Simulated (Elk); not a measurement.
# Sn: optical spectrum from first principles

Aim: the dielectric function of Sn, and the optical constants that follow from it. The cell comes from an older database entry, whose edges can differ from later determinations, mostly by under a per cent.

Program: Elk 11.2.3 (patched build). Level of theory: DFT, LDA, all-electron APW+lo, Dirac cores, scalar-relativistic bands, independent-particle optical response without local fields. Values are calculated unless marked as measured.

The database entry behind the starting cell differs from other determinations, so it need not match the best structure at room temperature.

**1. The system as given**

Symmetry: I4_1/amd, No. 141, tetragonal system. The conventional cell has a = 5.839 Å, b = 5.839 Å, c = 3.188 Å, α = 90.00°, β = 90.00°, γ = 90.00°. Nearest to Sn lie 6 Sn at 3.03 to 3.19 Å.

**2. Ground state**

The self-consistent density comes first; it also tells whether there is a gap, which decides the occupations and the need for a Drude term.

This step: DFT, LDA, all-electron APW+lo, Dirac cores, scalar-relativistic bands, ground state (Elk 11.2.3 (patched build)).

File elk.in:

```
tasks
  0
  120

xctype
  3

nempty
  14

lorbcnd
  .true.

rgkmax
  7.0

swidth
  0.0018375

maxscl
  100

epsengy
  1e-05

sppath
  './'

avec
  -5.5173276831 5.5173276831 3.0118454974
  5.5173276831 -5.5173276831 3.0118454974
  5.5173276831 5.5173276831 -3.0118454974

atoms
  1
  'Sn.in'
  2
  0.7500000000 0.2500000000 0.5000000000   0.000 0.000 0.000
  0.0000000000 0.0000000000 0.0000000000   0.000 0.000 0.000

ngridk
  11 11 11
```

Run with:

```console
$ OMP_NUM_THREADS=2 elk
```

Standard output:

```text
┌─────────────────────────┐
│ Elk code version 11.2.3 │
└─────────────────────────┘

All units are atomic (Hartree, Bohr, etc.)

┌─────────────────────────────────────────────────┐
│ Ground-state run starting from atomic densities │
└─────────────────────────────────────────────────┘

Lattice vectors :
  -5.517327683       5.517327683       3.011845497
   5.517327683      -5.517327683       3.011845497
   5.517327683       5.517327683      -3.011845497

Reciprocal lattice vectors :
  0.1585346783E-16  0.5694047615       1.043078955
  0.5694047615      0.1585346783E-16   1.043078955
  0.5694047615      0.5694047615      0.2855525460E-16

Unit cell volume      :    366.7332078
Brillouin zone volume :   0.6763778359

Muffin-tin inner radius fraction :   0.1000000000E-01

Nuclei treated as point charges

Species : 1 (Sn)
 parameters loaded from : Sn.in
 name : tin
 nuclear charge    :   -50.00000000
 electronic charge :    50.00000000
 atomic mass :    216395.0922
 muffin-tin radius :    2.600000000
 number of radial points in muffin-tin :    597
 inner part over the whole radius :   0.9781830487E-02
 number on inner part of muffin-tin    :    425
 approximate nuclear radius :   0.8828114845E-04
 number of mesh points to nuclear radius :    214
 atomic positions (lattice), magnetic fields (Cartesian) :
  1 :   0.37500000  0.12500000  0.25000000    0.00000000  0.00000000  0.00000000
  2 :  -0.37500000 -0.12500000 -0.25000000    0.00000000  0.00000000  0.00000000

Total number of atoms per unit cell :    2
Total muffin-tin volume :    147.2443533
 ratio of muffin-tin to unit cell volume :   0.4015026459

Spin treatment :
 spin-unpolarised

Number of Bravais lattice symmetries :   16
Number of crystal symmetries         :   16
Crystal has inversion symmetry
Real symmetric eigensolver will be used

k-point grid :     11    11    11
k-point offset :    0.000000000       0.000000000       0.000000000
k-point set is reduced with full crystal symmetry group
Total number of k-points :      126

Muffin-tin radius times maximum |G+k| :    7.000000000
 using average radius
Maximum |G+k| for APW functions       :    2.692307692
Maximum (1/2)|G+k|²                   :    3.624260355
Maximum |G| for potential and density :    12.00000000
Constant for pseudocharge density :    8
 order of it for each species :   15
 order of it for pair densities of each species (exact exchange by exxq0 0: 15) :   10
Radial integration step length :    1

G-vector grid sizes :     32    32    32
Number of G-vectors :    10659

Maximum angular momentum used for
 APW functions            :    8
 outer part of muffin-tin :    6
 inner part of muffin-tin :    2

Total nuclear charge    :   -100.0000000
Total core charge       :    60.00000000
Total valence charge    :    40.00000000
Total excess charge     :    0.000000000
Total electronic charge :    100.0000000

Effective Wigner radius, rₛ :   0.9566517625

Number of empty states         :     28
Total number of valence states :     49
Total number of core states    :     60

Conduction state local-orbitals added automatically
Third-order local-orbitals added for an l without core states : F
Total number of local-orbitals :    132

Exchange-correlation functional :      3     0     0
 Perdew-Wang/Ceperley-Alder, Phys. Rev. B 45, 13244 (1992)
 gradient requirement :    0
 local density approximation (LDA)

Smearing type :    3
 Fermi-Dirac
Smearing width :   0.1837500000E-02
Effective electronic temperature (K) :    580.2366081

Mixing type :    3
 Broyden mixing, J. Phys. A: Math. Gen. 17, L317 (1984)

Kohn-Sham potential initialised from atomic data

┌──────────────────────────────┐
│ Self-consistent loop started │
└──────────────────────────────┘

┌─────────────────┐
│ Loop number : 1 │
└─────────────────┘

Energies :
 Fermi                       :     0.125614
 sum of occupied eigenvalues :     -7463.0003430063
 electron kinetic            :      12992.662881266
 core electron kinetic       :      12517.679025520
 Coulomb                     :     -25020.747979752
 Coulomb potential           :     -20027.021497795
 nuclear-nuclear             :     -1257.7687404282
 electron-nuclear            :     -27525.271240967
 Hartree                     :      3762.2920016425
 Madelung                    :     -15007.237230855
 xc potential                :     -428.64172647728
 exchange                    :     -310.26683133642
 correlation                 :     -9.575061
 electron entropic           :    -0.315592E-03
 total energy                :     -12347.927306326

Density of states at Fermi energy :    29.15805421
 (states/Hartree/unit cell)

Estimated indirect band gap :   0.1111925130E-02
 from k-point 12 to k-point 52
Estimated direct band gap   :   0.2884651902E-01
 at k-point 52

Charges :
 core                        :    60.00000000
 valence                     :    40.00000000
 interstitial                :    3.767017650
 muffin-tins (core leakage)
  species : 1 (Sn)
   atom 1                    :    48.11649117     (  0.6463597404E-04)
   atom 2                    :    48.11649117     (  0.6463597404E-04)
 total in muffin-tins        :    96.23298235
 total calculated charge     :    99.99979927
 total charge                :    100.0000000
 error                       :   0.2007307775E-03

┌─────────────────┐
│ Loop number : 2 │
└─────────────────┘

Energies :
 Fermi                       :     0.126477
 sum of occupied eigenvalues :     -7462.9572854840
 electron kinetic            :      12992.721701921
 core electron kinetic       :      12517.693843000
 Coulomb                     :     -25020.794077742
 Coulomb potential           :     -20027.010774976
 nuclear-nuclear             :     -1257.7687404282
 electron-nuclear            :     -27525.373512398
 Hartree                     :      3762.3481750834
 Madelung                    :     -15007.288690255
 xc potential                :     -428.66821242887
 exchange                    :     -310.26896393277
 correlation                 :     -9.575110
 electron entropic           :    -0.315592E-03
 total energy                :     -12347.916765519

Density of states at Fermi energy :    29.15824024
 (states/Hartree/unit cell)

Estimated indirect band gap :   0.1125596363E-02
 from k-point 12 to k-point 52
Estimated direct band gap   :   0.2884353266E-01
 at k-point 52

Charges :
 core                        :    60.00000000
 valence                     :    40.00000000
 interstitial                :    3.766468842
 muffin-tins (core leakage)
  species : 1 (Sn)
   atom 1                    :    48.11676558     (  0.6460168583E-04)
   atom 2                    :    48.11676558     (  0.6460168583E-04)
 total in muffin-tins        :    96.23353116
 total calculated charge     :    99.99979938
 total charge                :    100.0000000
 error                       :   0.2006156692E-03

RMS change in Kohn-Sham potential (target) :   0.3417403995E-01 (  0.1000000000E-05)
Absolute change in total energy (target)   :   0.1054080757E-01 (  0.1000000000E-04)

[... 13 loops left out ...]

┌──────────────────┐
│ Loop number : 16 │
└──────────────────┘

Energies :
 Fermi                       :     0.225651
 sum of occupied eigenvalues :     -7455.3045261098
 electron kinetic            :      12995.434822147
 core electron kinetic       :      12518.512353766
 Coulomb                     :     -25023.007406603
 Coulomb potential           :     -20026.439960831
 nuclear-nuclear             :     -1257.7687404282
 electron-nuclear            :     -27530.356300322
 Hartree                     :      3765.1176341477
 Madelung                    :     -15009.787426187
 xc potential                :     -424.29938742585
 exchange                    :     -310.37361727645
 correlation                 :     -9.577653
 electron entropic           :    -0.315461E-03
 total energy                :     -12347.524169919

Density of states at Fermi energy :    29.15299938
 (states/Hartree/unit cell)

Estimated indirect band gap :   0.2076558982E-02
 from k-point 12 to k-point 8
Estimated direct band gap   :   0.2861071841E-01
 at k-point 52

Charges :
 core                        :    60.00000000
 valence                     :    40.00000000
 interstitial                :    3.734193859
 muffin-tins (core leakage)
  species : 1 (Sn)
   atom 1                    :    48.13290307     (  0.6241663163E-04)
   atom 2                    :    48.13290307     (  0.6241663163E-04)
 total in muffin-tins        :    96.26580614
 total calculated charge     :    99.99980705
 total charge                :    100.0000000
 error                       :   0.1929546248E-03

RMS change in Kohn-Sham potential (target) :   0.3254698876E-08 (  0.1000000000E-05)
Absolute change in total energy (target)   :   0.3001041478E-05 (  0.1000000000E-04)

Convergence targets achieved

┌──────────────────┐
│ Loop number : 17 │
└──────────────────┘

Energies :
 Fermi                       :     0.225651
 sum of occupied eigenvalues :     -7455.3045260891
 electron kinetic            :      12995.434822153
 core electron kinetic       :      12518.512353770
 Coulomb                     :     -25023.007406611
 Coulomb potential           :     -20026.439960840
 nuclear-nuclear             :     -1257.7687404282
 electron-nuclear            :     -27530.356300329
 Hartree                     :      3765.1176341465
 Madelung                    :     -15009.787426190
 xc potential                :     -424.29938740159
 exchange                    :     -310.37361727649
 correlation                 :     -9.577653
 electron entropic           :    -0.315461E-03
 total energy                :     -12347.524169921

Density of states at Fermi energy :    29.15299938
 (states/Hartree/unit cell)

Estimated indirect band gap :   0.2076558980E-02
 from k-point 12 to k-point 8
Estimated direct band gap   :   0.2861071841E-01
 at k-point 52

Charges :
 core                        :    60.00000000
 valence                     :    40.00000000
 interstitial                :    3.734193860
 muffin-tins (core leakage)
  species : 1 (Sn)
   atom 1                    :    48.13290307     (  0.6241663194E-04)
   atom 2                    :    48.13290307     (  0.6241663194E-04)
 total in muffin-tins        :    96.26580614
 total calculated charge     :    99.99980705
 total charge                :    100.0000000
 error                       :   0.1929546253E-03

┌──────────────────────────────┐
│ Self-consistent loop stopped │
└──────────────────────────────┘

Wrote STATE.OUT
```

Run time: 32 s. Hardware: 2 threads of Arm Neoverse V2, shared host; peak memory 0.1 GiB.

Numbers from this step:

| Item | Value |
| --- | --- |
| total energy | -12348 Ha |
| Fermi energy | 6.140 eV |
| DOS at the Fermi level | 1.071 states/eV/cell |

There are states at the Fermi level within the smearing, so the occupations stay smeared and the carriers get a Drude term.

**3. Independent particles**

The spectrum is a sum over vertical transitions between filled and empty bands at the fixed density, so many empty bands are needed.

This step: DFT, LDA, all-electron APW+lo, Dirac cores, scalar-relativistic bands, independent-particle optical response without local fields (Elk 11.2.3 (patched build)).

Edit elk.in of step 2 so:

```diff
@@ -1,4 +1,10 @@
 tasks
-  0
-  120
+  121
+
+optcomp
+  1 1
+  3 3
+
+intraband
+  .true.
 
@@ -17,9 +23,7 @@
 swidth
-  0.0018375
+  0.0055124
 
-maxscl
-  100
-
-epsengy
-  1e-05
+wplot
+  400 100 0
+  0.0 1.10248
```

Run with:

```console
$ OMP_NUM_THREADS=2 elk
```

Standard output:

```text
┌─────────────────────────────────┐
│ Elk code version 11.2.3 started │
└─────────────────────────────────┘

┌────────────────────┐
│ Current task : 121 │
└────────────────────┘

Info(findsymcrys): atomic basis shift (lattice) :
  0.6250000000      0.8750000000      0.7500000000
See GEOMETRY.OUT for new atomic positions

Info(dielectric):
 dielectric tensor written to EPSILON_ij.OUT
 optical conductivity written to SIGMA_ij.OUT
 plasma frequency written to PLASMA_ij.OUT
 for components
  i = 1, j = 1
  i = 3, j = 3

┌──────────────────┐
│ Elk code stopped │
└──────────────────┘
```

Wall time 9.1 s (2 threads); peak memory 0.04 GiB.

Read-outs:

| Item | Value |
| --- | --- |
| centre of weight of the strongest loss peak in the window | 13.92 eV |
| Drude plasma energy, first axis | 9.123 eV |

Sum at mesh points, not converged in k. The Im ε by photon energy; read off at these points:

```
photon energy (eV)   E ∥ x   E ∥ z
                 1    76.1    61.7
                 2    16.9    27.0
                 3    5.80    9.73
                 4    6.12    7.20
                 5    4.69    2.90
                 6    2.80    1.42
                 7    1.56    1.02
                 8   0.866   0.735
                 9   0.645   0.564
                10   0.486   0.465
                11   0.450   0.387
                12   0.234   0.309
                13   0.180   0.240
                14   0.195   0.175
                15   0.108   0.106
                16   0.102   0.102
                17  0.0893  0.0762
                18  0.0673  0.0554
                19  0.0636  0.0721
                20  0.0576  0.0648
                21   0.132   0.130
                22   0.273   0.289
                23   0.232   0.266
                24   0.288   0.280
                25   0.273   0.304
                26   0.298   0.295
                27   0.326   0.267
                28   0.213   0.212
```

Values under 1 per cm are given as 1; sum at mesh points, not converged in k. Table of absorption coefficient by photon energy:

| photon energy (eV) | E ∥ x (1/cm) | E ∥ z (1/cm) |
| --- | --- | --- |
| 1 | 8.7e5 | 7.3e5 |
| 2 | 1.2e6 | 1.1e6 |
| 3 | 1.0e6 | 1.1e6 |
| 4 | 1.2e6 | 1.4e6 |
| 5 | 1.3e6 | 1.4e6 |
| 6 | 1.4e6 | 1.3e6 |
| 7 | 1.3e6 | 1.2e6 |
| 8 | 1.1e6 | 1.2e6 |
| 9 | 1.1e6 | 1.1e6 |
| 10 | 1.1e6 | 9.2e5 |
| 11 | 9.7e5 | 8.9e5 |
| 12 | 7.4e5 | 7.3e5 |
| 13 | 6.0e5 | 5.8e5 |
| 14 | 4.2e5 | 3.8e5 |
| 15 | 1.8e5 | 1.7e5 |
| 16 | 1.4e5 | 1.4e5 |
| 17 | 1.2e5 | 97035 |
| 18 | 82962 | 66476 |
| 19 | 76880 | 84332 |
| 20 | 67245 | 74089 |
| 21 | 1.5e5 | 1.4e5 |
| 22 | 3.3e5 | 3.4e5 |
| 23 | 2.9e5 | 3.3e5 |
| 24 | 3.7e5 | 3.6e5 |
| 25 | 3.7e5 | 4.0e5 |
| 26 | 4.3e5 | 4.4e5 |
| 27 | 5.0e5 | 4.0e5 |
| 28 | 3.5e5 | 3.3e5 |

Sum at mesh points, not converged in k. The loss function −Im 1/ε at q → 0 by energy loss; read off at these points:

| energy loss (eV) | E ∥ x | E ∥ z |
| --- | --- | --- |
| 1.0 | 0.00882 | 0.0125 |
| 2.0 | 0.0112 | 0.0204 |
| 3.0 | 0.0374 | 0.0468 |
| 4.0 | 0.0624 | 0.0413 |
| 5.0 | 0.0811 | 0.0522 |
| 6.0 | 0.0911 | 0.0606 |
| 7.0 | 0.131 | 0.118 |
| 8.0 | 0.196 | 0.166 |
| 9.0 | 0.266 | 0.288 |
| 10.0 | 0.355 | 0.591 |
| 11.0 | 0.671 | 0.793 |
| 12.0 | 1.38 | 1.69 |
| 13.0 | 2.99 | 3.37 |
| 13.5 | 5.22 | 4.65 |
| 14.0 | 5.06 | 5.43 |
| 14.4 | 5.33 | 3.87 |
| 15.0 | 2.01 | 1.90 |
| 16.0 | 0.914 | 0.743 |
| 17.0 | 0.457 | 0.361 |
| 18.0 | 0.223 | 0.165 |
| 19.0 | 0.157 | 0.156 |
| 20.0 | 0.101 | 0.104 |
| 21.0 | 0.154 | 0.141 |
| 22.0 | 0.340 | 0.338 |
| 23.0 | 0.305 | 0.335 |
| 24.0 | 0.351 | 0.347 |
| 25.0 | 0.332 | 0.344 |
| 26.0 | 0.408 | 0.435 |
| 27.0 | 0.459 | 0.374 |
| 28.0 | 0.358 | 0.307 |

The reflectivity at normal incidence has structure finer than the step of the table below, so its rows give means over 1 eV. Peaks (eV: height): E ∥ x 6.5: 77.6; E ∥ z 6.0: 79.9.

Sum at mesh points, not converged in k. The reflectivity at normal incidence by photon energy; means over each step:

| photon energy (eV) | E ∥ x (%) | E ∥ z (%) |
| --- | --- | --- |
| 1 | 87.4 | 82.4 |
| 2 | 85.6 | 75.5 |
| 3 | 77.1 | 70.2 |
| 4 | 67.6 | 74.0 |
| 5 | 65.5 | 74.4 |
| 6 | 71.8 | 77.8 |
| 7 | 72.3 | 73.9 |
| 8 | 69.8 | 69.8 |
| 9 | 64.5 | 67.0 |
| 10 | 63.9 | 56.2 |
| 11 | 58.2 | 53.0 |
| 12 | 56.2 | 46.7 |
| 13 | 46.7 | 38.5 |
| 14 | 28.3 | 26.3 |
| 15 | 15.5 | 13.8 |
| 16 | 7.78 | 6.49 |
| 17 | 4.26 | 3.73 |
| 18 | 2.36 | 1.92 |
| 19 | 1.34 | 1.02 |
| 20 | 0.554 | 0.420 |
| 21 | 0.250 | 0.215 |
| 22 | 0.626 | 0.641 |
| 23 | 0.623 | 0.703 |
| 24 | 0.713 | 0.709 |
| 25 | 0.828 | 0.909 |
| 26 | 0.979 | 1.01 |
| 27 | 1.18 | 0.871 |
| 28 | 0.955 | 0.680 |

At chosen wavelengths:

| wavelength (nm) | n x | k x | R (%) x | 1/α x | n z | k z | R (%) z | 1/α z |
| --- | --- | --- | --- | --- | --- | --- | --- | --- |
| 1064 | 3.70 | 8.890 | 85.4 | 9.5 nm | 3.40 | 7.063 | 80.4 | 12 nm |
| 800 | 2.25 | 6.666 | 83.6 | 9.6 nm | 3.15 | 5.312 | 72.3 | 12 nm |
| 633 | 1.53 | 6.213 | 86.4 | 8.1 nm | 2.56 | 5.521 | 76.3 | 9.1 nm |
| 532 | 0.90 | 4.896 | 87.0 | 8.6 nm | 1.81 | 4.647 | 75.4 | 9.1 nm |
| 450 | 0.72 | 3.941 | 84.4 | 9.1 nm | 1.33 | 4.081 | 75.9 | 8.8 nm |
| 248 | 0.90 | 2.606 | 65.4 | 7.6 nm | 0.54 | 2.675 | 77.3 | 7.4 nm |
| 193 | 0.36 | 2.074 | 76.9 | 7.4 nm | 0.28 | 1.946 | 79.3 | 7.9 nm |

A polished face would reflect 82 % of daylight and look near white (CIE x = 0.316, y = 0.333 under D65).

**4. What came out**

```yaml
drude_plasma_energy_first_axis: 9.12 eV
centre_of_weight_of_the_strongest_loss_peak_in_the_window_first_axis: 13.9 eV
```

What this shows: At this level (LDA, independent particles) Sn is a metal with a Drude plasma energy of 9.1 eV along x and 8.2 eV along z. The mesh is too coarse to trust the carriers' weight, the reflectivity or the colour to better than tens of per cent. Along x the bare Drude plasma energy is 9.1 eV; Re ε first rises through zero at 13.62 eV, higher, since interband strength adds to the carriers'. A polished face would reflect 82 % of daylight and look near white (CIE x = 0.316, y = 0.333 under D65). The carriers' damping of 0.15 eV is typed, not computed; at 0.8 eV the carriers give 37 % of Im ε, the rest is interband. Spin-orbit coupling is left out although heavy atoms are present. The sum runs over mesh points 0.20 Å⁻¹ apart with no interpolation, so peaks are partly noise of the mesh, and the Drude plasma energy, a sum over the Fermi surface, isn't converged. Not shown from this task: 2 steps that ran out of time.

[Long decimals in the printed logs are rounded to 6 places.]

[Machine, clock and banner lines and Python warnings are left out of the logs.]

[Logs are printed without paths, hosts, clocks, repeated set-up lines and the standing remarks that a program may print on its own settings, such as how far it seeks lower states.]

[Hosts, paths, dates, database ids (printed as entryN), source tags and the programs' standing remarks are cut or masked in the printed files.]

[Where Elk ran, warnings of its patched build on accuracy (core leakage, angular cutoffs, spin-orbit splittings, empty states, lower magnetic states) are left out.]

[Where the starting crystal was built by hand or by swapping elements, it need not be the compound's stable phase.]

[The count of steps not shown may lack steps that the program refused or didn't finish.]
